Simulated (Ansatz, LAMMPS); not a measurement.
**Convergence of a linear-scaling basis for In2O3 with crystalline order left by the classical run (60 atoms)**

Wanted: errors and times of a linear-scaling basis for In2O3 with crystalline order left by the classical run (60 atoms). A setting counts as converged where the r.m.s. difference of forces stays under 1 % of the r.m.s. force.

Method: Kohn-Sham DFT, PBE, PAW (set soft_2), plane waves, in Ansatz 0.2.0.

The raw output is cut from this account; settings, times and results stay.

### 1. Starting point

The cell holds 60 atoms: 24 In and 36 O. Its edges and angles: a = 9.407 Å, b = 9.407 Å, c = 9.407 Å, α = 90.0°, β = 90.0°, γ = 90.0°. 60 atoms (24 Sc, 36 O) placed at random at 3.63 g/cm³, melted at 5000 K for 10 ps at fixed volume with the Morse and Coulomb pair potential with partial charges (Pedone, Malavasi, Menziani, Cormack and Segre, J. Phys. Chem. B 110, 11780 (2006)). Quenched from 5000 K to 300 K at 20 K/ps and fixed volume, held 10 ps at zero pressure, then minimised at fixed cell. Then Sc was replaced by In and the cell scaled by 1.038 (the potential has no terms for the new elements, so the cell is a start for a DFT relaxation).

Before any run, some limits are plain. The quench rate of 20 K/ps is orders of magnitude faster than experiment, which tends to freeze in extra defects. The network of bonds at the start is that of the classical potential that made the cell, and needn't be the one that DFT or experiment would give.

### 2. Making the structure

A classical potential makes the cell, at a small fraction of what the same run would cost in DFT.

This step: classical MD, Morse and Coulomb pair potential with partial charges (Pedone, Malavasi, Menziani, Cormack and Segre, J. Phys. Chem. B 110, 11780 (2006)) (LAMMPS 22 Jul 2025 - Update 4).

in.lmp reads:

```
# melt-quench of Sc24O36
units metal
atom_style charge
boundary p p p
region box block 0 9.1148 0 9.1148 0 9.1148
create_box 2 box
mass 1 44.9559   # Sc
mass 2 15.9990   # O
create_atoms 1 random 24 309906 NULL overlap 1.5 maxtry 2000
create_atoms 2 random 36 309913 NULL overlap 1.5 maxtry 2000
pair_style hybrid/overlay pedone 5.5 coul/long 8.0
pair_coeff * * coul/long
pair_coeff 1 2 pedone 0.000333 3.144445 3.200000 2.6   # Sc-O
pair_coeff 2 2 pedone 0.042395 1.379316 3.618701 22   # O-O
set type 1 charge 1.8
set type 2 charge -1.2
kspace_style pppm 1.0e-4
neigh_modify delay 0 every 1 check yes
thermo_style custom step time temp pe press density
thermo_modify norm yes
timestep 0.002
thermo 100
min_style cg
minimize 1e-4 1e-4 200 2000
reset_timestep 0
velocity all create 5000 309907 mom yes dist gaussian
fix lim all nve/limit 0.05
fix lan all langevin 5000 5000 0.2 309908 zero yes
thermo 500
run 1000 post no
unfix lim
unfix lan
thermo 833
fix md all nvt temp 5000 5000 0.2
run 5000 post no
unfix md
thermo 11750
fix md all nvt temp 5000 300 0.2
run 117500 post no
unfix md
thermo 1666
fix md all npt temp 300 300 0.2 iso 0 0 2
run 5000 post no
unfix md
thermo 100
min_style cg
minimize 0 1e-3 2000 20000
write_dump all custom glass.dump id type xs ys zs modify sort id
```

Run with:

```bash
> lmp -in in.lmp -log none -nocite
```

It took 39 s on 1 thread of Arm Neoverse V1, shared host; peak memory 0.071 GiB.

### 3. Plane-wave single point

The first run uses the default basis; a harder plane-wave run follows as the reference for the support functions.

input.yaml reads:

```yaml
crystal:
  lattice:
    - [9.40727, 0.0, 0.0]
    - [0.0, 9.40727, 0.0]
    - [0.0, 0.0, 9.40727]
  atoms:
    - { symbol: In, position: [0.5584, 0.88289, 0.73949] }
    - { symbol: In, position: [0.78558, 0.02924, 0.22511] }
    - { symbol: In, position: [0.43952, 0.39588, 0.33745] }
    - { symbol: In, position: [0.81702, 0.0367, 0.561] }
    - { symbol: In, position: [0.55859, 0.23502, 0.7013] }
    - { symbol: In, position: [0.70275, 0.56211, 0.56305] }
    - { symbol: In, position: [0.13924, 0.5505, 0.07597] }
    - { symbol: In, position: [0.4438, 0.55121, 0.92589] }
[... 48 atom lines left out ...]
    - { symbol: O, position: [0.5941, 0.06261, 0.88564] }
    - { symbol: O, position: [0.04884, 0.69325, 0.24053] }
    - { symbol: O, position: [0.30624, 0.57174, 0.38228] }
    - { symbol: O, position: [0.30512, 0.55978, 0.74809] }
kpoints:
  mp_grid: { grid: [2, 2, 2] }
hamiltonian:
  xc: pbe
scf:
  occupations: { method: fermi_dirac, width: 0.05 }
output:
  forces: true
  stress: true
  populations: true
  dos:
    method: { smearing: { sigma: 0.1 } }
    de: 0.1
    projected: { site_lists: { In: [In], O: [O] } }
  eigenvalues: true
  write_density: true
  write_potential: true
  volumetric_format: npy
  elf: true
```

Run with:

```bash
> ansatz run input.yaml --threads 4 --pin off --max-ram 8192MiB --backend cpu --events-out ev --progress --plain --runs-dir out
```

Run time: 2.2 min. Hardware: 4 threads of Arm Neoverse V1, shared host; peak memory 5.3 GiB.

Read from the output:

```
free energy                             : -154770.4796 eV
free energy per atom                    : -2579.5080 eV/atom
SCF cycles                              : 13
pressure                                : -1.127 GPa
r.m.s. force component                  : 0.2681 eV/Å
longest force                           : 1.035 eV/Å
Fermi energy                            : 8.349 eV
levels partly filled by over 2 per cent : 5
spilling of the projection              : 0.00313
```

The r.m.s. force component of 0.27 eV/Å sets the scale for the differences below.

### 4. Plane waves at 750 eV (750 eV)

The grid of the support functions holds more waves than the default cutoff, so they are judged against a harder plane-wave run.

input.yaml, the sections that differ from step 3:

```yaml
output:
  forces: true
  eigenvalues: true
basis:
  ecutwfc: "750 eV"
# crystal, kpoints, hamiltonian, scf: as in step 3
```

Elapsed: 2.9 min, on 4 threads; peak memory 5.2 GiB; 11 min of CPU time.

The program notes that it cut back its work space to fit the memory limit.

Forces differ from the reference by 1.1 meV/Å r.m.s., 0.41 % of their size, within a tolerance of 1 %; the energy by -5.3 meV/atom.

### 5. Support functions medium

With localised support functions most steps grow linearly with size, though the diagonalisation grows faster unless the density matrix is cut; this run measures error and cost at this size. The level medium gives here a grid of 54×54×54 points and a radius of 3.70 Å. Besides, the program derives a nominal cutoff of 464 eV for this run, against the reference's 750.

This step: Kohn-Sham DFT, PBE, PAW (set soft_2), localised support functions (medium) (Ansatz 0.2.0).

input.yaml, the sections that differ from step 4:

```yaml
scf:
  occupations: { method: fermi_dirac, width: 0.05 }
  eigensolver: { kind: { support_functions: { accuracy: medium } } }
  max_iter: 150
output:
  forces: true
# crystal, kpoints, hamiltonian: as in step 4
# basis: removed
```

Run time: 2.1 min. Hardware: 4 threads; peak memory 2.8 GiB.

The program notes that the band table was not solved further than the SCF left it and it switched symmetry off.

Keys that differ from the reference: basis.ecutwfc removed, support_functions.accuracy = "medium" and scf.max_iter = 150.

Forces differ from the reference by 0.31 meV/Å r.m.s., 0.12 % of their size, well within a tolerance of 1 %; the energy by -0.74 meV/atom. It took 0.72 times the reference's time (shared host, so rough).

### 6. Support functions low

The level low is asked for. Here it resolves to the same grid and radius as in the run with support functions medium, so the basis is not new. Besides, the program derives a nominal cutoff of 420 eV for this run, against the reference's 750.

This step: Kohn-Sham DFT, PBE, PAW (set soft_2), localised support functions (low) (Ansatz 0.2.0).

input.yaml, the sections that differ from step 5:

```yaml
scf:
  occupations: { method: fermi_dirac, width: 0.05 }
  eigensolver: { kind: { support_functions: { accuracy: low } } }
  max_iter: 150
# crystal, kpoints, hamiltonian, output: as in step 5
```

Run time: 2.2 min. Hardware: 4 threads; peak memory 2.9 GiB; 7.9 min of CPU time.

Keys that differ from the reference: basis.ecutwfc removed, support_functions.accuracy = "low" and scf.max_iter = 150.

Forces differ from the reference by 0.30 meV/Å r.m.s., 0.11 % of their size, well within a tolerance of 1 %; the energy by -0.73 meV/atom. It took 0.73 times the reference's time (shared host, so rough).

### 7. Support functions medium, spacing 0.33 Å

The grid spacing sets how fine a wave the support functions can hold. The typed value is an upper bound: the grid laid has 30×30×30 points, 0.314 Å apart at most. Besides, the program derives a nominal cutoff of 464 eV for this run, against the reference's 750.

This step: Kohn-Sham DFT, PBE, PAW (set soft_2), localised support functions (medium) (Ansatz 0.2.0).

input.yaml, the sections that differ from step 6:

```yaml
scf:
  occupations: { method: fermi_dirac, width: 0.05 }
  eigensolver: { kind: { support_functions: { accuracy: medium, spacing: 0.33 } } }
  max_iter: 150
# crystal, kpoints, hamiltonian, output: as in step 6
```

It took 80 s on 4 threads; peak memory 1.6 GiB.

The program notes that the forces don't sum to zero within tolerance and the grid leaves an egg-box force.

Forces differ from the reference by 51 meV/Å r.m.s., 19 % of their size, far over a tolerance of 1 %; the energy by +27 meV/atom. It took 0.46 times the reference's time (shared host, so rough). The setting is coarser than the default on purpose.

### 8. Support functions medium, spacing 0.275 Å

The grid spacing sets how fine a wave the support functions can hold. The typed value is an upper bound: the grid laid has 36×36×36 points, 0.261 Å apart at most. Besides, the program derives a nominal cutoff of 464 eV for this run, against the reference's 750.

input.yaml, the sections that differ from step 7:

```yaml
scf:
  occupations: { method: fermi_dirac, width: 0.05 }
  eigensolver: { kind: { support_functions: { accuracy: medium, spacing: 0.275 } } }
  max_iter: 150
# crystal, kpoints, hamiltonian, output: as in step 7
```

The job ended after 86 s (4 threads; peak memory 1.8 GiB; 4.9 min of CPU time).

Forces differ from the reference by 15 meV/Å r.m.s., 5.6 % of their size, far over a tolerance of 1 %; the energy by -7.0 meV/atom. It took 0.49 times the reference's time (shared host, so rough). The setting is coarser than the default on purpose.

### 9. Support functions medium, spacing 0.238 Å

The grid spacing sets how fine a wave the support functions can hold. The typed value is an upper bound: the grid laid has 48×48×48 points, 0.196 Å apart at most. Besides, the program derives a nominal cutoff of 464 eV for this run, against the reference's 750.

input.yaml, the sections that differ from step 8:

```yaml
scf:
  occupations: { method: fermi_dirac, width: 0.05 }
  eigensolver: { kind: { support_functions: { accuracy: medium, spacing: 0.238 } } }
  max_iter: 150
# crystal, kpoints, hamiltonian, output: as in step 8
```

The job ended after 1.9 min (4 threads; peak memory 2.4 GiB).

Forces differ from the reference by 0.33 meV/Å r.m.s., 0.12 % of their size, well within a tolerance of 1 %; the energy by -0.70 meV/atom. It took 0.66 times the reference's time (shared host, so rough). The setting is coarser than the default on purpose.

### 10. Support functions medium, spacing 0.211 Å

The grid spacing sets how fine a wave the support functions can hold. The typed value is an upper bound, and the grid laid (48×48×48 points) is that of the run with spacing 0.238 Å. Besides, the program derives a nominal cutoff of 464 eV for this run, against the reference's 750.

input.yaml, the sections that differ from step 9:

```yaml
scf:
  occupations: { method: fermi_dirac, width: 0.05 }
  eigensolver: { kind: { support_functions: { accuracy: medium, spacing: 0.211 } } }
  max_iter: 150
# crystal, kpoints, hamiltonian, output: as in step 9
```

Run time: 2 min. Hardware: 4 threads; peak memory 2.4 GiB.

Keys that differ from the reference: basis.ecutwfc removed, support_functions.accuracy = "medium", support_functions.spacing = 0.211 and scf.max_iter = 150.

Forces differ from the reference by 0.39 meV/Å r.m.s., 0.14 % of their size, well within a tolerance of 1 %; the energy by -0.93 meV/atom. It took 0.67 times the reference's time (shared host, so rough).

### 11. The ladder side by side

Each row is set against the plane-wave reference (Kohn-Sham DFT, PBE, PAW (set soft_2), plane waves; r.m.s. force component 0.268 eV/Å). Energies are set beside the reference only for runs with its functional, potentials and electron count. Times are for 4 threads of Arm Neoverse V1, shared host. The reference's time includes the DOS, ELF, the stress and grids, which some other runs skip.

```
                           run  Δ force, r.m.s. (meV/Å)  share of r.m.s. force (%)  Δ energy (meV/atom)  cycles     time  host memory (GiB)
                     reference                        -                          -                    -      13  2.2 min                5.3
plane waves at 750 eV (750 eV)                     1.10                       0.41                -5.28      13  2.9 min                5.2
```

### 12. What each setting buys

Each row is set against the run with plane waves at 750 eV (Kohn-Sham DFT, PBE, PAW (set soft_2), plane waves; r.m.s. force component 0.268 eV/Å). Energies are set beside the reference only for runs with its functional, potentials and electron count. Times are for 4 threads of Arm Neoverse V1, shared host.

```
                                      run  Δ force, r.m.s. (meV/Å)  share of r.m.s. force (%)  Δ energy (meV/atom)  cycles     time  host memory (GiB)
                                reference                        -                          -                    -      13  2.9 min                5.2
                 support functions medium                    0.312                      0.117               -0.736      14  2.1 min                2.8
                    support functions low                    0.305                      0.114               -0.731      13  2.2 min                2.9
 support functions medium, spacing 0.33 Å                     51.2                       19.1                 26.9      15     80 s                1.6
support functions medium, spacing 0.275 Å                     15.1                       5.65                -7.01      15     86 s                1.8
support functions medium, spacing 0.238 Å                     0.33                      0.123               -0.702      15  1.9 min                2.4
support functions medium, spacing 0.211 Å                    0.387                      0.145               -0.927      15    2 min                2.4
```

[end of part 1 of 2]

[Long decimals in the printed logs are rounded to 6 places.]

[Logs are printed without paths, hosts, clocks, repeated set-up lines and the standing remarks that a program may print on its own settings, such as how far it seeks lower states.]

[Hosts, paths, dates, database ids (printed as entryN), source tags and the programs' standing remarks are cut or masked in the printed files.]
